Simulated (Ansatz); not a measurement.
# Squeezing and shearing glassy 43SiO2-23Al2O3-34BaO (mol %) (109 atoms)

Aim: relax glassy 43SiO2-23Al2O3-34BaO (mol %) (109 atoms), then change its volume and shape to read moduli from the stress.

Method: Kohn-Sham DFT, PBE, PAW (set soft_2), plane waves, in Ansatz 0.2.0.

### Step 1. The structure

The cell holds 109 atoms: 15 Si, 16 Al, 12 Ba and 66 O. Its edges and angles: a = 11.621 Å, b = 11.621 Å, c = 11.621 Å, α = 90.0°, β = 90.0°, γ = 90.0°. 109 atoms (15 Si, 16 Al, 12 Ba, 66 O) placed at random at 3.69 g/cm³, melted at 4000 K for 10 ps at fixed volume with the Morse and Coulomb pair potential with partial charges (Pedone, Malavasi, Menziani, Cormack and Segre, J. Phys. Chem. B 110, 11780 (2006)). Quenched from 4000 K to 300 K at 50 K/ps and fixed volume, held 10 ps at zero pressure.

Limits known from the start: The quench rate of 50 K/ps is orders of magnitude faster than experiment, which tends to freeze in extra defects. The network of bonds at the start is that of the classical potential that made the cell, and needn't be the one that DFT or experiment would give. The Brillouin zone is sampled at Γ only. No spin–orbit coupling is included, so levels derived from the heavy atoms are approximate.

### Step 2. Single point at the start

The forces at the start show how far the geometry lies from a minimum of this functional.

File input.yaml:

```yaml
crystal:
  lattice:
    - [11.62145, 0.0, 0.0]
    - [0.0, 11.62145, 0.0]
    - [0.0, 0.0, 11.62145]
  atoms:
    - { symbol: Si, position: [0.78288, 0.19385, 0.29656] }
    - { symbol: Si, position: [0.80207, 0.79395, 0.03293] }
    - { symbol: Si, position: [0.21759, 0.10452, 0.0902] }
    - { symbol: Si, position: [0.59002, 0.84745, 0.87033] }
    - { symbol: Si, position: [0.57255, 0.0851, 0.20437] }
    - { symbol: Si, position: [0.40856, 0.20743, 0.37557] }
    - { symbol: Si, position: [0.92188, 0.18265, 0.06225] }
    - { symbol: Si, position: [0.35328, 0.64206, 0.76818] }
    - { symbol: Si, position: [0.18366, 0.567, 0.14627] }
    - { symbol: Si, position: [0.33813, 0.74704, 0.28131] }
    - { symbol: Si, position: [0.56179, 0.15097, 0.57276] }
    - { symbol: Si, position: [0.04578, 0.52435, 0.60634] }
    - { symbol: Si, position: [0.32264, 0.34477, 0.15794] }
    - { symbol: Si, position: [0.05054, 0.34399, 0.92476] }
    - { symbol: Si, position: [0.99838, 0.95017, 0.66775] }
    - { symbol: Al, position: [0.02763, 0.27496, 0.6763] }
    - { symbol: Al, position: [0.01251, 0.94706, 0.95351] }
    - { symbol: Al, position: [0.65598, 0.29725, 0.02409] }
    - { symbol: Al, position: [0.56772, 0.63622, 0.66245] }
    - { symbol: Al, position: [0.3215, 0.46711, 0.92698] }
    - { symbol: Al, position: [0.79654, 0.84982, 0.28551] }
    - { symbol: Al, position: [0.16496, 0.08799, 0.81496] }
    - { symbol: Al, position: [0.84672, 0.16157, 0.55353] }
    - { symbol: Al, position: [0.90642, 0.61229, 0.18512] }
    - { symbol: Al, position: [0.427, 0.90764, 0.08113] }
    - { symbol: Al, position: [0.26705, 0.87543, 0.88101] }
    - { symbol: Al, position: [0.23471, 0.20641, 0.56916] }
    - { symbol: Al, position: [0.70732, 0.45076, 0.23486] }
    - { symbol: Al, position: [0.53344, 0.36114, 0.76367] }
    - { symbol: Al, position: [0.59252, 0.66982, 0.37675] }
    - { symbol: Al, position: [0.24942, 0.37107, 0.73788] }
    - { symbol: Ba, position: [0.78666, 0.13873, 0.8079] }
    - { symbol: Ba, position: [0.0528, 0.65094, 0.85383] }
    - { symbol: Ba, position: [0.07304, 0.04856, 0.38122] }
    - { symbol: Ba, position: [0.33999, 0.87456, 0.58149] }
    - { symbol: Ba, position: [0.03651, 0.75564, 0.44118] }
    - { symbol: Ba, position: [0.7805, 0.44893, 0.49155] }
    - { symbol: Ba, position: [0.35366, 0.501, 0.44659] }
    - { symbol: Ba, position: [0.52654, 0.6209, 0.08407] }
    - { symbol: Ba, position: [0.71544, 0.87263, 0.56007] }
    - { symbol: Ba, position: [0.03651, 0.33822, 0.31493] }
    - { symbol: Ba, position: [0.44236, 0.13811, 0.89104] }
    - { symbol: Ba, position: [0.76557, 0.51959, 0.85935] }
    - { symbol: O, position: [0.38942, 0.40572, 0.05616] }
    - { symbol: O, position: [0.46342, 0.11983, 0.28499] }
    - { symbol: O, position: [0.85531, 0.19512, 0.4118] }
    - { symbol: O, position: [0.51068, 0.22255, 0.47024] }
    - { symbol: O, position: [0.68305, 0.79374, 0.95622] }
    - { symbol: O, position: [0.89351, 0.72061, 0.29282] }
    - { symbol: O, position: [0.12332, 0.08053, 0.17523] }
    - { symbol: O, position: [0.46174, 0.85369, 0.94136] }
    - { symbol: O, position: [0.62175, 0.5345, 0.30918] }
    - { symbol: O, position: [0.03986, 0.4918, 0.47184] }
    - { symbol: O, position: [0.80226, 0.24339, 0.01299] }
    - { symbol: O, position: [0.58892, 0.7621, 0.76053] }
    - { symbol: O, position: [0.09868, 0.40938, 0.68124] }
    - { symbol: O, position: [0.37932, 0.32843, 0.28575] }
    - { symbol: O, position: [0.05008, 0.99373, 0.8001] }
    - { symbol: O, position: [0.84959, 0.4942, 0.23739] }
    - { symbol: O, position: [0.2735, 0.528, 0.77373] }
    - { symbol: O, position: [0.62524, 0.64869, 0.52303] }
    - { symbol: O, position: [0.43327, 0.59915, 0.8757] }
    - { symbol: O, position: [0.91198, 0.05628, 0.63247] }
    - { symbol: O, position: [0.25781, 0.6332, 0.24446] }
    - { symbol: O, position: [0.39189, 0.36222, 0.81946] }
    - { symbol: O, position: [0.21123, 0.43043, 0.18839] }
    - { symbol: O, position: [0.69976, 0.13768, 0.57653] }
    - { symbol: O, position: [0.58474, 0.17735, 0.09481] }
    - { symbol: O, position: [0.30377, 0.33948, 0.58378] }
    - { symbol: O, position: [0.53756, 0.23545, 0.68517] }
    - { symbol: O, position: [0.05013, 0.5971, 0.14736] }
    - { symbol: O, position: [0.88297, 0.28638, 0.61867] }
    - { symbol: O, position: [0.1786, 0.11659, 0.9597] }
    - { symbol: O, position: [0.23759, 0.57249, 0.02096] }
    - { symbol: O, position: [0.01846, 0.24404, 0.8271] }
    - { symbol: O, position: [0.41575, 0.65345, 0.65035] }
    - { symbol: O, position: [0.92857, 0.84422, 0.6828] }
    - { symbol: O, position: [0.10235, 0.95089, 0.58387] }
    [... 25 atom lines left out ...]
    - { symbol: O, position: [0.08669, 0.21651, 0.54956] }
    - { symbol: O, position: [0.97411, 0.44775, 0.90712] }
    - { symbol: O, position: [0.28277, 0.21972, 0.12478] }
    - { symbol: O, position: [0.25804, 0.82757, 0.36044] }
    - { symbol: O, position: [0.5094, 0.02587, 0.56546] }
    - { symbol: O, position: [0.18282, 0.37455, 0.90745] }
kpoints:
  mp_grid: { grid: [1, 1, 1] }
hamiltonian:
  xc: pbe
scf:
  occupations: { method: fixed }
output:
  forces: true
```

Run with:

```sh
$ ansatz run input.yaml --threads 4 --pin off --max-ram 8192MiB --backend cpu --events-out ev --progress --plain --runs-dir out
```

Numbers of over 12 decimals in the logs are rounded to 6 here.

Output:

```text
Engine: ansatz 0.2.0, aarch64-unknown-linux-gnu
Pseudopotentials: kind: paw
Pseudopotential: Si, paw, valence charge 4, recommended cutoff 420 eV (normal), Si.paw.azcp
Pseudopotential: Al, paw, valence charge 3, recommended cutoff 420 eV (normal), Al.paw.azcp
Pseudopotential: Ba, paw, valence charge 10, recommended cutoff 420 eV (normal), Ba.paw.azcp
Pseudopotential: O, paw, valence charge 6, recommended cutoff 420 eV (normal), O.paw.azcp
[... 5 lines on functional and potentials left out ...]
Crystal: 109 atoms, lattice volume = 1569.571 Å³
Basis set: ecut = 420 eV, 30839 PW (Γ), exchange–correlation on 160×160×160 points (8 copies of the dense FFT grid, shifted against one another)
Bands: 421, of which v1, the nominal top of the filled ones, is band 312 counted from 1 (311 counted from 0)
Symmetry: 1 space group operations
Space group: P1 (ITA 1), of the structure as read, at distance tolerance 1.2e-4 Å
k-points: 1
[... 9 lines on functional and potentials left out ...]
Initial density: superposition of atomic densities (neutral atoms: chi_scale 0, normalization atom), corrected by the library's trained network
Initial wavefunctions: pseudopotential atomic-orbital guess
Functional: x = pbe(κ = 0.804, μ = 0.219515), c = pbe(β = 0.066725)
SCF iter   1: F=—  HF=-127122.052892 eV  |F-HF|=—  |Δ(HF+E_count)|=         —  Δρ=2.13e-3  dr2=9.63e-2  ethr=1.77e-3  ⟨swp⟩=6.0  Hψ=1754  notcnv=0  defer=107
preconditioner: auto → Resta (q_TF=auto, 2.340 Å⁻¹)  ε∞=3.4  [insulator: Δε(μ)=3.176 eV  Ē_g=14.718 eV  n_scr=340 (ndim 8)  ℏωp=23.0 eV  f_vac=0.072  ε∞_Penn≈3.4]
SCF iter   2: F=—  HF=-127122.052213 eV  |F-HF|=—  |Δ(HF+E_count)|=   6.78e-4  Δρ=1.15e-3  dr2=2.22e-2  ethr=1.54e-5  ⟨swp⟩=4.0  Hψ=668  notcnv=0  defer=107
SCF iter   3: F=—  HF=-127122.056138 eV  |F-HF|=—  |Δ(HF+E_count)|=   3.93e-3  Δρ=5.44e-4  dr2=6.81e-3  ethr=3.56e-6  ⟨swp⟩=2.0  Hψ=558  notcnv=0  defer=94
automatic band count: iteration 3 solves 408 bands in place of 421: the levels show a gap, and the empty bands left out lie too high to hold charge; the band table lists the bands solved (type scf.n_extra_bands for more)
SCF iter   4: F=—  HF=-127122.056457 eV  |F-HF|=—  |Δ(HF+E_count)|=   3.18e-4  Δρ=1.73e-4  dr2=5.41e-4  ethr=1.09e-6  ⟨swp⟩=2.0  Hψ=558  notcnv=0  defer=94
SCF iter   5: F=—  HF=-127122.056572 eV  |F-HF|=—  |Δ(HF+E_count)|=   1.15e-4  Δρ=1.09e-4  dr2=1.66e-4  ethr=8.66e-8  ⟨swp⟩=2.0  Hψ=556  notcnv=0  defer=94
SCF iter   6: F=—  HF=-127122.056602 eV  |F-HF|=—  |Δ(HF+E_count)|=   3.05e-5  Δρ=2.56e-5  dr2=1.01e-5  ethr=2.65e-8  ⟨swp⟩=2.0  Hψ=554  notcnv=0  defer=93
SCF iter   7: F=—  HF=-127122.056421 eV  |F-HF|=—  |Δ(HF+E_count)|=   1.81e-4  Δρ=1.69e-5  dr2=3.70e-6  ethr=1.62e-9  ⟨swp⟩=2.0  Hψ=714  notcnv=0  defer=93
SCF iter   8: F=—  HF=-127122.056422 eV  |F-HF|=—  |Δ(HF+E_count)|=   1.17e-6  Δρ=4.41e-6  dr2=2.92e-7  ethr=5.93e-10  ⟨swp⟩=2.0  Hψ=611  notcnv=0  defer=93
SCF iter   9: F=—  HF=-127122.056422 eV  |F-HF|=—  |Δ(HF+E_count)|=   2.71e-7  Δρ=3.10e-6  dr2=1.24e-7  ethr=1.60e-11  ⟨swp⟩=4.0  Hψ=1343  notcnv=0
SCF iter  10: F=-127122.056422 eV  HF=-127122.056422 eV  |F-HF|=4.92e-9  |Δ(HF+E_count)|=   1.70e-9  Δρ=1.10e-6  dr2=1.77e-8  ethr=1.60e-11  ⟨swp⟩=4.0  Hψ=1221  notcnv=0
SCF 1 converged in 10 iterations: F = -127122.056422 eV  dr2 = 1.77e-8
  greatest PAW one-centre occupation: 0.955 electrons in one spin orbital (limit 2), on the Ba atom at site 31 (counted from 0), in its partial waves of l = 0
SCF converged after 10 iterations
Free energy (F): -127122.056422 eV
Harris-Foulkes:  -127122.056422 eV  (|F-HF|=4.92e-9)
Internal energy: -127122.056422 eV  (E = F + TS)
E sigma→0 (E₀):  -127122.056422 eV
Fermi energy:    5.802565 eV
--- Per-component energies (eV) ---
  E_band       = -1627.610111
  E_kinetic    = 14908.504601
  E_local      = -35566.386387  (includes V_loc(G=0)·N_el)
  E_nonlocal   = 4388.814308
  E_hartree    = 13355.253046
  E_xc         = -8441.370197
  E_vxc        = -9124.188676  (∫ρ·V_xc dr)
  E_paw        = -88368.557841  (= ΣΔE_a)
  E_vpaw       = -2945.021741  (= ΣTr[D̂ρ^β])
  E_aug_tail   = 0.167312  (compensation charges beyond the density's cutoff)
  E_ewald      = -27398.481264
  E_smearing   = -0.000000  (= −TS)
  E_closure    = 0.000000  (closes the sum)
  Σ components = -127122.056422   (vs F -127122.056422, Δ=0.00e0)
--- Forces (eV/Å), atoms counted from 1 ---
  atom   1  Si    -0.22926478     1.53470576    -2.48829330
  atom   2  Si     0.12813569     3.10120368     1.24370199
  atom   3  Si     2.47033202    -1.07904938    -3.00183712
  atom   4  Si    -1.28241097     0.57693142     0.00590392
  atom   5  Si    -1.57048005     2.46425582    -2.56712255
  atom   6  Si     0.85499116     0.39455324    -1.76229827
  atom   7  Si    -1.84970262     2.04626291    -1.12334602
  atom   8  Si    -0.73975194    -2.30436211     3.32015464
  atom   9  Si     0.39364766    -0.72586743    -0.58547029
  atom  10  Si    -3.16330349    -0.16315588     2.67051967
  atom  11  Si     0.46558586    -0.56070212     2.45234880
  atom  12  Si     1.25087322    -0.62895018    -0.35537168
  atom  13  Si    -0.98098711     0.34851424     0.11488111
  atom  14  Si     0.85275583    -3.16456995    -0.47535153
[...]
atom 108  O     -0.92851299    -1.68293603     0.55225147
  atom 109  O      2.91172267     0.25567834    -0.80710202
  max |Σ_I F_I| component: 6.97e-5 eV/Å
```

Elapsed: 20 s, on 4 threads of Arm Neoverse V1, shared host; peak memory 1.9 GiB; 77 s of CPU time.

The r.m.s. force at the start is 1.3 eV/Å.

### Step 3. Cell and atoms relaxed

Cell and atoms are freed together, to release stress as well as forces.

File input.yaml:

```yaml
crystal:
  lattice:
    - [11.62145, 0.0, 0.0]
    - [0.0, 11.62145, 0.0]
    - [0.0, 0.0, 11.62145]
  atoms:
    [... the 109 atom lines of step 2 ...]
kpoints:
  mp_grid: { grid: [1, 1, 1] }
hamiltonian:
  xc: pbe
scf:
  occupations: { method: fixed }
output:
  forces: true
relax:
  f_tol: 0.05
  max_steps: 150
  cell: {}
```

Output:

```text
[...]
Crystal: 109 atoms, lattice volume = 1569.571 Å³
Basis set: ecut = 420 eV, 30839 PW (Γ), exchange–correlation on 160×160×160 points (8 copies of the dense FFT grid, shifted against one another)
Bands: 421, of which v1, the nominal top of the filled ones, is band 312 counted from 1 (311 counted from 0)
Symmetry: 1 space group operations
[...]
k-points: 1
[...]
SCF iter   1: F=—  HF=-127122.052886 eV  |F-HF|=—  |Δ(HF+E_count)|=         —  Δρ=2.13e-3  dr2=9.63e-2  ethr=1.77e-3  ⟨swp⟩=6.0  Hψ=1754  notcnv=0  defer=107
[...]
SCF iter   5: F=—  HF=-127122.056591 eV  |F-HF|=—  |Δ(HF+E_count)|=   1.24e-4  Δρ=1.09e-4  dr2=1.66e-4  ethr=8.66e-8  ⟨swp⟩=2.0  Hψ=556  notcnv=0  defer=94
[...]
SCF iter   9: F=—  HF=-127122.056422 eV  |F-HF|=—  |Δ(HF+E_count)|=   2.71e-7  Δρ=3.10e-6  dr2=1.24e-7  ethr=1.60e-11  ⟨swp⟩=4.0  Hψ=1343  notcnv=0
SCF iter  10: F=-127122.056422 eV  HF=-127122.056422 eV  |F-HF|=4.83e-9  |Δ(HF+E_count)|=   1.72e-9  Δρ=1.10e-6  dr2=1.77e-8  ethr=1.60e-11  ⟨swp⟩=4.0  Hψ=1221  notcnv=0
SCF 1 converged in 10 iterations: F = -127122.056422 eV  dr2 = 1.77e-8
[...]
relax step   1: F+E_penalty+E_count = -127122.05642199 eV  Δ(F+E_penalty+E_count) = +0.000e0 eV  max|allowed force component| = 5.063e0 eV/Å  Δτ_max = 0.0000 Å  P = +5.970 GPa  Ω = 1569.571 Å³  (10 SCF iters, dr2 threshold 1.00e-7 eV, accepted)
[... from here on, the SCF cycles and remarks between the steps are left out ...]
relax step   2: F+E_penalty+E_count = -127127.90633914 eV  Δ(F+E_penalty+E_count) = -5.850e0 eV  max|allowed force component| = 2.592e0 eV/Å  Δτ_max = 0.1949 Å  P = +3.640 GPa  Ω = 1574.835 Å³  energy of the carried Pulay correction = -1.535e-2 eV  (8 SCF iters, dr2 threshold 1.09e-5 eV, accepted)
relax step   3: F+E_penalty+E_count = -127130.95637773 eV  Δ(F+E_penalty+E_count) = -3.050e0 eV  max|allowed force component| = 9.639e-1 eV/Å  Δτ_max = 0.1949 Å  P = +0.773 GPa  Ω = 1586.191 Å³  energy of the carried Pulay correction = -4.829e-2 eV  (8 SCF iters, dr2 threshold 1.09e-5 eV, accepted)
relax step   4: F+E_penalty+E_count = -127131.95606527 eV  Δ(F+E_penalty+E_count) = -9.997e-1 eV  max|allowed force component| = 5.667e-1 eV/Å  Δτ_max = 0.2000 Å  P = +0.315 GPa  Ω = 1589.820 Å³  energy of the carried Pulay correction = -5.877e-2 eV  (8 SCF iters, dr2 threshold 1.09e-5 eV, accepted)
relax step   5: F+E_penalty+E_count = -127132.40488919 eV  Δ(F+E_penalty+E_count) = -4.488e-1 eV  max|allowed force component| = 4.724e-1 eV/Å  Δτ_max = 0.1946 Å  P = -0.326 GPa  Ω = 1596.902 Å³  energy of the carried Pulay correction = -7.915e-2 eV  (8 SCF iters, dr2 threshold 1.09e-5 eV, accepted)
relax step   6: F+E_penalty+E_count = -127132.80445259 eV  Δ(F+E_penalty+E_count) = -3.996e-1 eV  max|allowed force component| = 2.998e-1 eV/Å  Δτ_max = 0.2000 Å  P = +0.099 GPa  Ω = 1592.412 Å³  energy of the carried Pulay correction = -6.624e-2 eV  (8 SCF iters, dr2 threshold 1.09e-5 eV, accepted)
relax step   7: F+E_penalty+E_count = -127133.01632552 eV  Δ(F+E_penalty+E_count) = -2.119e-1 eV  max|allowed force component| = 1.937e-1 eV/Å  Δτ_max = 0.2000 Å  P = -0.007 GPa  Ω = 1596.420 Å³  energy of the carried Pulay correction = -7.776e-2 eV  (8 SCF iters, dr2 threshold 5.62e-6 eV, accepted)
relax step   8: F+E_penalty+E_count = -127133.03123910 eV  Δ(F+E_penalty+E_count) = -1.491e-2 eV  max|allowed force component| = 5.111e-1 eV/Å  Δτ_max = 0.1961 Å  P = -0.221 GPa  Ω = 1600.666 Å³  energy of the carried Pulay correction = -8.994e-2 eV  (8 SCF iters, dr2 threshold 2.35e-6 eV, accepted)
relax step   9: F+E_penalty+E_count = -127133.18250650 eV  Δ(F+E_penalty+E_count) = -1.513e-1 eV  max|allowed force component| = 2.533e-1 eV/Å  Δτ_max = 0.2000 Å  P = +0.026 GPa  Ω = 1609.123 Å³  energy of the carried Pulay correction = -1.141e-1 eV  (8 SCF iters, dr2 threshold 1.09e-5 eV, accepted)
relax step  10: F+E_penalty+E_count = -127133.19852401 eV  Δ(F+E_penalty+E_count) = -1.602e-2 eV  max|allowed force component| = 4.795e-1 eV/Å  Δτ_max = 0.2000 Å  P = -0.056 GPa  Ω = 1612.202 Å³  energy of the carried Pulay correction = -1.229e-1 eV  (8 SCF iters, dr2 threshold 4.01e-6 eV, accepted)
relax step  11: F+E_penalty+E_count = -127133.23145106 eV  Δ(F+E_penalty+E_count) = -3.293e-2 eV  max|allowed force component| = 2.281e-1 eV/Å  Δτ_max = 0.1276 Å  P = -0.074 GPa  Ω = 1614.851 Å³  energy of the carried Pulay correction = -1.304e-1 eV  (7 SCF iters, dr2 threshold 1.09e-5 eV, accepted)
relax step  12: F+E_penalty+E_count = -127133.27107765 eV  Δ(F+E_penalty+E_count) = -3.963e-2 eV  max|allowed force component| = 1.716e-1 eV/Å  Δτ_max = 0.2000 Å  P = +0.028 GPa  Ω = 1617.754 Å³  energy of the carried Pulay correction = -1.386e-1 eV  (8 SCF iters, dr2 threshold 3.25e-6 eV, accepted)
relax step  13: F+E_penalty+E_count = -127133.26223774 eV  Δ(F+E_penalty+E_count) = +8.840e-3 eV  max|allowed force component| = 1.640e-1 eV/Å  Δτ_max = 0.2000 Å  P = -0.038 GPa  Ω = 1621.657 Å³  energy of the carried Pulay correction = -1.497e-1 eV  (8 SCF iters, dr2 threshold 1.84e-6 eV, accepted)
relax step  14: F+E_penalty+E_count = -127133.11634585 eV  Δ(F+E_penalty+E_count) = +1.459e-1 eV  max|allowed force component| = 5.186e-1 eV/Å  Δτ_max = 0.2000 Å  P = -0.109 GPa  Ω = 1621.989 Å³  energy of the carried Pulay correction = -1.506e-1 eV  (8 SCF iters, dr2 threshold 1.68e-6 eV, rejected (line search))
relax step  15: F+E_penalty+E_count = -127133.29799293 eV  Δ(F+E_penalty+E_count) = -3.576e-2 eV  max|allowed force component| = 3.641e-2 eV/Å  Δτ_max = 0.1000 Å  P = +0.023 GPa  Ω = 1619.038 Å³  energy of the carried Pulay correction = -1.423e-1 eV  (12 SCF iters, accepted)
relax step  16: F+E_penalty+E_count = -127133.48980814 eV  Δ(F+E_penalty+E_count) = -1.918e-1 eV  max|allowed force component| = 3.661e-2 eV/Å  Δτ_max = 0.0000 Å  P = +0.249 GPa  Ω = 1619.038 Å³  stress off target by 4.31e-1 GPa  SCF on the basis re-selected at this cell (its energy is not comparable with the rows above)  (7 SCF iters)
relax step  17: F+E_penalty+E_count = -127133.47389348 eV  Δ(F+E_penalty+E_count) = +1.591e-2 eV  max|allowed force component| = 4.495e-2 eV/Å  Δτ_max = 0.1000 Å  P = -0.047 GPa  Ω = 1627.121 Å³  energy of the carried Pulay correction = -2.508e-2 eV  (8 SCF iters, dr2 threshold 4.64e-7 eV, accepted)
relax step  18: F+E_penalty+E_count = -127133.47599703 eV  Δ(F+E_penalty+E_count) = -2.104e-3 eV  max|allowed force component| = 6.303e-2 eV/Å  Δτ_max = 0.0292 Å  P = -0.038 GPa  Ω = 1627.118 Å³  energy of the carried Pulay correction = -2.505e-2 eV  (9 SCF iters, dr2 threshold 1.19e-8 eV, accepted)
relax step  19: F+E_penalty+E_count = -127133.48056766 eV  Δ(F+E_penalty+E_count) = -4.571e-3 eV  max|allowed force component| = 2.343e-2 eV/Å  Δτ_max = 0.0123 Å  P = +0.007 GPa  Ω = 1626.190 Å³  energy of the carried Pulay correction = -2.214e-2 eV  (7 SCF iters, dr2 threshold 2.48e-7 eV, accepted)
relax step  20: F+E_penalty+E_count = -127133.50819593 eV  Δ(F+E_penalty+E_count) = -2.763e-2 eV  max|allowed force component| = 2.342e-2 eV/Å  Δτ_max = 0.0000 Å  P = +0.017 GPa  Ω = 1626.190 Å³  stress off target by 3.56e-2 GPa  SCF on the basis re-selected at this cell (its energy is not comparable with the rows above)  (6 SCF iters)
[...]
SCF converged after 6 iterations
Free energy (F): -127133.508196 eV
[...]
Internal energy: -127133.508196 eV  (E = F + TS)
E sigma→0 (E₀):  -127133.508196 eV
Fermi energy:    5.117176 eV
[...]
Σ components = -127133.508196   (vs F -127133.508196, Δ=0.00e0)
--- Forces (eV/Å), atoms counted from 1 ---
  atom   1  Si     0.00839146    -0.00578845     0.00150676
  atom   2  Si    -0.01075992     0.02241852     0.00548075
  atom   3  Si    -0.00627557     0.00748730     0.01055739
  atom   4  Si    -0.01042224     0.01274965     0.00579805
[...]
atom 109  O     -0.00130959    -0.00231852    -0.00325419
  max |Σ_I F_I| component: 1.44e-4 eV/Å
--- Stress (GPa, compression-positive) ---
        0.031639       0.004792       0.010127
        0.004793       0.027006      -0.005139
        0.010123      -0.005142      -0.007984
  P = ⅓ Tr σ = 0.0169 GPa (0.169 kbar)
--- Relaxed structure (18 steps of the walk, 17 accepted, 2 SCFs on fresh bases) ---
  F+E_penalty+E_count = -127133.50819593 eV   max|allowed force component| = 2.342e-2 eV/Å   (the final SCF, on the basis selected at the relaxed cell)
  cell:  # Å, volume = 1626.1905 Å³
    - [11.916648, 0.134066, 0.160574]
    - [0.134066, 11.845780, -0.088078]
    - [0.160574, -0.088078, 11.524344]
  atoms:
    - { symbol: Si, position: [0.783300, 0.198591, 0.289114] }
    - { symbol: Si, position: [0.823362, 0.796847, 0.025592] }
    - { symbol: Si, position: [0.229717, 0.089208, 0.072917] }
    - { symbol: Si, position: [0.610674, 0.828018, 0.883143] }
[...]
- { symbol: O, position: [0.191457, 0.363203, 0.892194] }
```

The job ended after 6.2 min (4 threads; peak memory 2 GiB).

The relaxation converged after 18 steps, with a largest force component of 0.023 eV/Å.

[end of part 1 of 3]

[Logs are printed without paths, hosts, clocks, repeated set-up lines and the standing remarks that a program may print on its own settings, such as how far it seeks lower states.]

[Hosts, paths, dates, database ids (printed as entryN), source tags and the programs' standing remarks are cut or masked in the printed files.]
